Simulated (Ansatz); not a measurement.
## Au(111) with 4 thermally displaced layers, 2x2: scattering by thermal displacements

Wanted: the phonon-limited resistivity of Au at 300 K by the Landauer route. The measured value for the pure metal at this temperature is 2.271 µΩ cm (CRC Handbook of Chemistry and Physics, 84th ed., 2003, Electrical Resistivity of Pure Metals).

Program: Ansatz 0.2.0. Level of theory: Ansatz plane-wave DFT, PBE, PAW files; ballistic transport by layer matching (Landauer), zero bias; PAW set soft_1. Results are calculated unless marked as measured.

## (1) The structure

The cell holds 40 atoms: 40 Au. Its edges and angles: a = 5.768 Å, b = 5.768 Å, c = 23.605 Å, α = 93.5°, β = 86.5°, γ = 120.0°. It derives from Au. Regions: lead, 24 atoms (24 Au); scattering region, 16 atoms (16 Au). The structure is stacked along c, and the current runs across the ab planes.

## (2) With 4 displaced layers

Each atom of 4 layers is moved at random, by amounts drawn from a normal law 0.0906 Å wide in each direction from the Debye model (165 K) at 300 K. The layers about the cell's end stay perfect and serve as the lead. Disorder leaves little or no symmetry, which makes such runs dear. Energies from -0.05 to 0.05 eV in steps of 0.05 eV are too few for the program's thermal sum, so it prints no conductance; for a metal the transmission near the Fermi level serves, at a fraction of the cost.

Input file input.yaml:

```yaml
crystal:
  lattice:
    - [5.7675164607, 0.0, 0.0]
    - [-2.8837582304, 4.9948157718, 0.0]
    - [1.4418791152, -0.8324692953, 23.5457873532]
  atoms:
    - { symbol: Au, position: [0.9916666667, 0.0083333333, 0.05] }
    - { symbol: Au, position: [0.9916666667, 0.5083333333, 0.05] }
    - { symbol: Au, position: [0.4916666667, 0.0083333333, 0.05] }
    - { symbol: Au, position: [0.4916666667, 0.5083333333, 0.05] }
    - { symbol: Au, position: [0.1416666667, 0.3583333333, 0.15] }
    - { symbol: Au, position: [0.1416666667, 0.8583333333, 0.15] }
    - { symbol: Au, position: [0.6416666667, 0.3583333333, 0.15] }
    - { symbol: Au, position: [0.6416666667, 0.8583333333, 0.15] }
    - { symbol: Au, position: [0.2916666667, 0.2083333333, 0.25] }
    - { symbol: Au, position: [0.2916666667, 0.7083333333, 0.25] }
    - { symbol: Au, position: [0.7916666667, 0.2083333333, 0.25] }
    - { symbol: Au, position: [0.7916666667, 0.7083333333, 0.25] }
    - { symbol: Au, position: [0.9420329318, 0.0563476593, 0.3524644245] }
    - { symbol: Au, position: [0.9382241454, 0.5488480827, 0.3513914619] }
    - { symbol: Au, position: [0.4711938394, 0.0750622484, 0.3472919409] }
    - { symbol: Au, position: [0.4161073586, 0.5470535013, 0.3501590274] }
    - { symbol: Au, position: [0.0539552883, 0.4035653346, 0.4452055826] }
    - { symbol: Au, position: [0.0754291964, 0.8982574947, 0.4487828384] }
    - { symbol: Au, position: [0.6076714859, 0.4271623203, 0.4495053829] }
    - { symbol: Au, position: [0.6068748292, 0.8964919971, 0.4513526536] }
    - { symbol: Au, position: [0.2571896339, 0.2595618912, 0.5471389242] }
    - { symbol: Au, position: [0.2228936133, 0.7501713085, 0.5508473377] }
    - { symbol: Au, position: [0.7240105476, 0.2544367226, 0.5493872827] }
    - { symbol: Au, position: [0.751882355, 0.7624552169, 0.5513675176] }
    - { symbol: Au, position: [0.879716674, 0.1064849189, 0.6530168333] }
    - { symbol: Au, position: [0.9027374851, 0.5864645666, 0.6558257634] }
    - { symbol: Au, position: [0.419727196, 0.1226761046, 0.6510176575] }
    - { symbol: Au, position: [0.398702163, 0.63603937, 0.6575433132] }
    - { symbol: Au, position: [0.0416666667, 0.4583333333, 0.75] }
    - { symbol: Au, position: [0.0416666667, 0.9583333333, 0.75] }
    - { symbol: Au, position: [0.5416666667, 0.4583333333, 0.75] }
    - { symbol: Au, position: [0.5416666667, 0.9583333333, 0.75] }
    - { symbol: Au, position: [0.1916666667, 0.3083333333, 0.85] }
    - { symbol: Au, position: [0.1916666667, 0.8083333333, 0.85] }
    - { symbol: Au, position: [0.6916666667, 0.3083333333, 0.85] }
    - { symbol: Au, position: [0.6916666667, 0.8083333333, 0.85] }
    - { symbol: Au, position: [0.8416666667, 0.1583333333, 0.95] }
    - { symbol: Au, position: [0.8416666667, 0.6583333333, 0.95] }
    - { symbol: Au, position: [0.3416666667, 0.1583333333, 0.95] }
    - { symbol: Au, position: [0.3416666667, 0.6583333333, 0.95] }
kpoints:
  mp_grid: { grid: [5, 5, 1] }
hamiltonian:
  xc: pbe
  pseudopotentials: { kind: paw, azcp: { folder: soft_1 } }
scf:
  occupations: { method: fermi_dirac, width: 0.1 }
output:
  transmission:
    leads: [[0, 4]]
    kmesh: [10, 10]
    e_range: [-0.05, 0.05]
    de: 0.05
  write_potential: true
  write_density: true
  volumetric_format: npy
  elf: true
```

On the command line:

```bash
ansatz run input.yaml --threads 4 --pin off --max-ram 15360MiB --backend cpu --events-out ev --progress --plain --runs-dir out
```

Numbers of over 12 decimals in the logs are rounded to 6 here.

Output:

```text
Engine: ansatz 0.2.0, aarch64-unknown-linux-gnu
Pseudopotentials: kind: paw
Pseudopotential: Au, paw, valence charge 19, recommended cutoff 420 eV (normal), soft_1/Au.paw.azcp
Functional definition: PBE
  parameter kappa = 0.804
  parameter beta = 0.066725
  exchange = pbe_x(kappa = kappa, mu = beta*pi^2/3)
  correlation = pbe_c(beta = beta)
Crystal: 40 atoms, lattice volume = 678.300 Å³
Basis set: ecut = 420 eV, 13321 PW (Γ)
Bands: 456, of which v1, the nominal top of the filled ones, is band 380 counted from 1 (379 counted from 0)
Symmetry: 1 space group operations
Space group: P1 (ITA 1), of the structure as read, at distance tolerance 8.8e-5 Å
k-points: 13 of 25 (time reversal used)
Non-local potential: Au, projectors of the file, l = 0: 3, l = 1: 2, l = 2: 2, l = 3: 1
PAW form: soft (Blöchl's): semilocal exchange-correlation on the pseudo side does not see the compensation charge
PAW one-centre angular grid: Au, 590 points (default); XC on 64 Gauss nodes
Initial density: superposition of atomic densities (chi_scale 0.1, normalization cell)
Initial wavefunctions: pseudopotential atomic-orbital guess
Functional: x = pbe(κ = 0.804, μ = 0.219515), c = pbe(β = 0.066725)
SCF iter   1: F=—  HF=-526055.495593 eV  |F-HF|=—  |Δ(HF+E_count)|=         —  Δρ=6.74e-2  dr2=3.39e1  ethr=3.10e-3  ⟨swp⟩=4.0  Hψ=17641  notcnv=0  defer=116
preconditioner: auto → Kerker (q_TF=auto, 2.781 Å⁻¹)  [metal: Δε(μ)=0.008 eV  Ē_g=10.193 eV  σ=0.100 eV  W_gap=0.02  n_scr=260 (ndim 8)  ℏωp=29.9 eV  f_vac=0.000  D(μ)=18.32/eV (n_scr^D=110)]
SCF iter   2: F=—  HF=-526047.436647 eV  |F-HF|=—  |Δ(HF+E_count)|=    8.06e0  Δρ=3.10e-2  dr2=6.92e0  ethr=3.10e-3  ⟨swp⟩=2.9  Hψ=9822  notcnv=0  defer=714
SCF iter   3: F=—  HF=-526045.494065 eV  |F-HF|=—  |Δ(HF+E_count)|=    1.94e0  Δρ=7.41e-3  dr2=2.23e-1  ethr=9.10e-4  ⟨swp⟩=2.0  Hψ=8243  notcnv=0  defer=714
SCF iter   4: F=—  HF=-526045.555233 eV  |F-HF|=—  |Δ(HF+E_count)|=   6.12e-2  Δρ=1.31e-3  dr2=7.20e-3  ethr=2.93e-5  ⟨swp⟩=2.6  Hψ=11791  notcnv=0  defer=714
SCF iter   5: F=—  HF=-526045.558776 eV  |F-HF|=—  |Δ(HF+E_count)|=   3.54e-3  Δρ=3.08e-4  dr2=9.32e-4  ethr=9.47e-7  ⟨swp⟩=2.0  Hψ=8077  notcnv=0  defer=714
SCF iter   6: F=—  HF=-526045.558816 eV  |F-HF|=—  |Δ(HF+E_count)|=   3.95e-5  Δρ=1.05e-4  dr2=1.21e-4  ethr=1.23e-7  ⟨swp⟩=2.2  Hψ=7205  notcnv=0  defer=714
SCF iter   7: F=—  HF=-526045.558848 eV  |F-HF|=—  |Δ(HF+E_count)|=   3.20e-5  Δρ=4.01e-5  dr2=2.00e-5  ethr=1.60e-8  ⟨swp⟩=2.0  Hψ=8100  notcnv=0  defer=714
SCF iter   8: F=—  HF=-526045.559225 eV  |F-HF|=—  |Δ(HF+E_count)|=   3.77e-4  Δρ=6.52e-6  dr2=1.52e-6  ethr=2.64e-9  ⟨swp⟩=2.3  Hψ=8339  notcnv=0  defer=714
SCF iter   9: F=—  HF=-526045.559225 eV  |F-HF|=—  |Δ(HF+E_count)|=   1.79e-8  Δρ=2.37e-6  dr2=3.13e-7  ethr=1.99e-10  ⟨swp⟩=1.5  Hψ=5230  notcnv=0  defer=714
SCF iter  10: F=-526045.559224 eV  HF=-526045.559225 eV  |F-HF|=3.39e-8  |Δ(HF+E_count)|=   1.43e-8  Δρ=1.09e-6  dr2=3.78e-8  ethr=1.32e-11  ⟨swp⟩=8.5  Hψ=22429  notcnv=0
SCF 1 converged in 10 iterations: F = -526045.559224 eV  dr2 = 3.78e-8
  greatest PAW one-centre occupation: 1.000 electrons in one spin orbital (limit 2), on the Au atom at site 21 (counted from 0), in its partial waves of l = 0
transmission: 162 of 1560 steps passed
transmission: 315 of 1560 steps passed
[...]
transmission: 1560 of 1560 steps passed
SCF converged after 10 iterations
Free energy (F): -526045.559224 eV
Harris-Foulkes:  -526045.559225 eV  (|F-HF|=3.39e-8)
Internal energy: -526045.082251 eV  (E = F + TS)
E sigma→0 (E₀):  -526045.320738 eV
Entropy (-TS):   -0.476974 eV (-11.924 meV/atom)
Fermi energy:    20.733915 eV
--- Per-component energies (eV) ---
  E_band       = -8245.175420
  E_kinetic    = 23147.036044
  E_local      = -68251.006718  (includes V_loc(G=0)·N_el)
  E_nonlocal   = 3921.812334
  E_hartree    = 29630.526830
  E_xc         = -8625.897536
  E_vxc        = -10478.299690  (∫ρ·V_xc dr)
  E_paw        = -389265.395575  (= ΣΔE_a)
  E_vpaw       = -15845.829379  (= ΣTr[D̂ρ^β])
  E_aug_tail   = 0.066766  (compensation charges beyond the density's cutoff)
  E_ewald      = -116602.224396
  E_smearing   = -0.476974  (= −TS)
  E_closure    = 0.000000  (closes the sum)
  Σ components = -526045.559224   (vs F -526045.559224, Δ=0.00e0)
--- Band table (eV; the first three rows and the last of 13) ---
  k-point 0: bands = [... 376 lower, 20.7948, 21.2078, 21.2456, 21.2571, 21.2869, 21.5378, 21.5773, 21.6663, ... 72 higher]
  k-point 1: bands = [... 376 lower, 20.3425, 20.4379, 20.5012, 20.6615, 20.7600, 20.8682, 20.9637, 21.0763, ... 72 higher]
  k-point 2: bands = [... 376 lower, 20.5016, 20.5170, 20.5592, 20.6230, 20.6609, 20.8130, 20.8781, 21.0796, ... 72 higher]
  k-point 12: bands = [... 376 lower, 19.5290, 20.2121, 20.3739, 20.7103, 20.7701, 20.8254, 21.2639, 22.2624, ... 72 higher]
--- Transmission ---
  basis      : 253 plane waves across, 30 finite elements along
  points     : 52, standing for a mesh of 10 x 10
  energies   : 3 from -0.050000 to 0.050000 eV about the Fermi level, 0.050000 eV apart; the leads are filled to 0.000000 eV, and channels, transmission and decay are at 0.000000 eV
  crystal 0  : Au4, at the sites [0, 4], period 2.3546 Å, over 14.13 Å; its Hamiltonian steps by up to 6.7 meV
    offset         : up to 0.0000 Å between an atom of the period and one for which it stands
    channels       : 3.210000e0 a spin
    conductance    : none, the energies end too early or step too widely for 300 K: set another output.transmission.e_range or a lower de, or, where they end at an eighth of basis.ecutwfc, a higher one
  junction   : crystal 0 to crystal 0, 0.70 to 21.89 Å
    transmission   : 3.105717e0 a spin
    conductance    : none, the energies end too early or step too widely for 300 K: set another output.transmission.e_range or a lower de, or, where they end at an eighth of basis.ecutwfc, a higher one
```

It took 11 min on 4 threads of Arm Neoverse V2, shared host; peak memory 6.4 GiB.

Reading the cycles: dr2 is the Hartree energy of the density residual (eV), the measure of convergence; HF is the Harris–Foulkes estimate of the energy, which meets the free energy F at convergence.

Numbers from this step:

```yaml
free_energy: -526045.5592 eV
energy_at_zero_smearing: -526045.3207 eV
fermi_energy: 20.73 eV
cell_area: 28.81 Å²
transmission_per_spin_nearest_the_fermi_level: 3.106
open_channels_per_spin_nearest_the_fermi_level: 3.21
step_of_the_lead_s_potential: 6.7 meV
```

Per spin. Table of transmission, zone mean by energy, zero at the Fermi level:

```csv
energy (eV),"transmission, zone mean"
-0.0500,3.10
0.0000,3.11
0.0500,3.11
```

Per spin. The open channels, zone mean, lead stays at 3.21 for energy from -0.05 to 0.05 eV.

Transmission over k1 and k2. At 0.0000 eV from the Fermi level.

Ten even steps from '0' (2.75) to '9' (3.75):
```
2922282222
2282282222
2228282222
2222102222
9999010999
2222201222
2222282822
2222282282
2222282229
9222282222
```
Columns: k1 (b1) from -0.5 to 0.4; rows upwards: k2 (b2) from -0.5 to 0.4.

Open channels over k1 and k2. At 0.0000 eV from the Fermi level.

Ten even steps from '0' (3.00) to '9' (4.00):
```
0900090000
0090090000
0009090000
0000000000
9999000999
0000000000
0000090900
0000090090
0000090009
9000090000
```
Columns: k1 (b1) from -0.5 to 0.4; rows upwards: k2 (b2) from -0.5 to 0.4.

Electrostatic potential energy in the ca plane at fractional y = 0.547, with atoms of Au within 0.2 Å of it. With pseudopotentials it is smooth inside the atoms' cores, unlike the true potential.

Ten even steps from '0' (-27 eV) to '9' (23 eV), each cell a mean:
```
99999999984000169998999999999851003787557999
99999999995000169999999999999840001699999999
89998778998422589877899999999951003799999999
68997446899877898633589998999985346898778999
78997446899999998511269988899999889984225899
89998768999888998621379988899999999962002799
99999999997434799865689998999999889972002799
99999999985000379998999999999986457985335899
99999999983000169999999999999962014898778999
89999889985100279999999999999961003799999999
78997557998533689988999999999973114899889999
68986446899888999755799998899997557886557999
89997557899988998522589987799999889973014899
99999888998545798633589987799998889962002799
99999999995100379866799998899985347873113799
```
Columns run along c (16.0 Å, from fractional 0.16 to 0.84 of the cell; values clipped at the 3rd and 97th percentile), rows up along a (5.8 Å). Atoms in or near the plane, at fractional coordinates: Au at (0.35, 0.94), Au at (0.35, 0.42), Au at (0.66, 0.90).

Valence density in the ca plane at fractional y = 0.547, with atoms of Au within 0.2 Å of it. It is the smooth field of the valence electrons, not physical close to the nuclei.

Ten steps, logarithmic in the rise over the least value, from '0' (0 e/Å³) to '9' (14 e/Å³), each cell a mean:
```
10000111125899742222110011111257986323453211
11001221124899742122100011111268997421221001
32112332113576532233210011111247886311111001
42123554211233212466531112210124664222332101
32123554210111112577642123210011222135664211
21112343111222112467631123220000111147886311
10001221113566421345421112210011221246886311
10000111125898631122210011110124553225665211
10000111126899741011000001100146875322332101
21112222125798731111000001100147886311111001
32123443212566421222100011110136775322221001
42124554211233212344311122210023543224553101
32113453211222112466421123321011222236776311
11012232112455322466421123321012322247887411
10000111124788632344311112211135653236776311
```
Columns run along c (16.0 Å, from fractional 0.16 to 0.84 of the cell), rows up along a (5.8 Å). Atoms in or near the plane, at fractional coordinates: Au at (0.35, 0.94), Au at (0.35, 0.42), Au at (0.66, 0.90).

ELF in the ca plane at fractional y = 0.547, with atoms of Au within 0.2 Å of it. It is the smooth field of the valence electrons, not physical close to the nuclei.

Values, 8 rows by 16 columns, each cell a mean:
```
0.17 0.16 0.20 0.29 0.65 0.40 0.22 0.19 0.15 0.20 0.22 0.56 0.47 0.25 0.29 0.18
0.25 0.26 0.33 0.22 0.40 0.29 0.30 0.30 0.17 0.21 0.20 0.47 0.42 0.22 0.22 0.16
0.25 0.28 0.38 0.19 0.21 0.20 0.42 0.42 0.22 0.27 0.17 0.22 0.23 0.36 0.44 0.21
0.17 0.18 0.23 0.24 0.44 0.28 0.30 0.32 0.19 0.23 0.17 0.24 0.23 0.40 0.49 0.23
0.17 0.16 0.20 0.30 0.66 0.39 0.20 0.17 0.15 0.20 0.19 0.45 0.40 0.25 0.30 0.18
0.25 0.26 0.33 0.24 0.45 0.31 0.23 0.20 0.16 0.21 0.19 0.45 0.42 0.22 0.22 0.16
0.25 0.28 0.38 0.20 0.25 0.22 0.39 0.34 0.21 0.29 0.18 0.25 0.25 0.36 0.44 0.21
0.17 0.18 0.23 0.25 0.48 0.32 0.34 0.32 0.20 0.27 0.20 0.33 0.28 0.40 0.50 0.23
```
Columns run along c (16.0 Å, from fractional 0.16 to 0.84 of the cell), rows up along a (5.8 Å). Atoms in or near the plane, at fractional coordinates: Au at (0.35, 0.94), Au at (0.35, 0.42), Au at (0.66, 0.90).

Over the solved energies the transmission per spin lies between 3.10 and 3.11, out of 3.21 channels of the lead on average (up to 3.21).

(Continued in part 2 of 2.)

[Logs are printed without paths, hosts, clocks, repeated set-up lines and the standing remarks that a program may print on its own settings, such as how far it seeks lower states.]

[Hosts, paths, dates, database ids (printed as entryN), source tags and the programs' standing remarks are cut or masked in the printed files.]
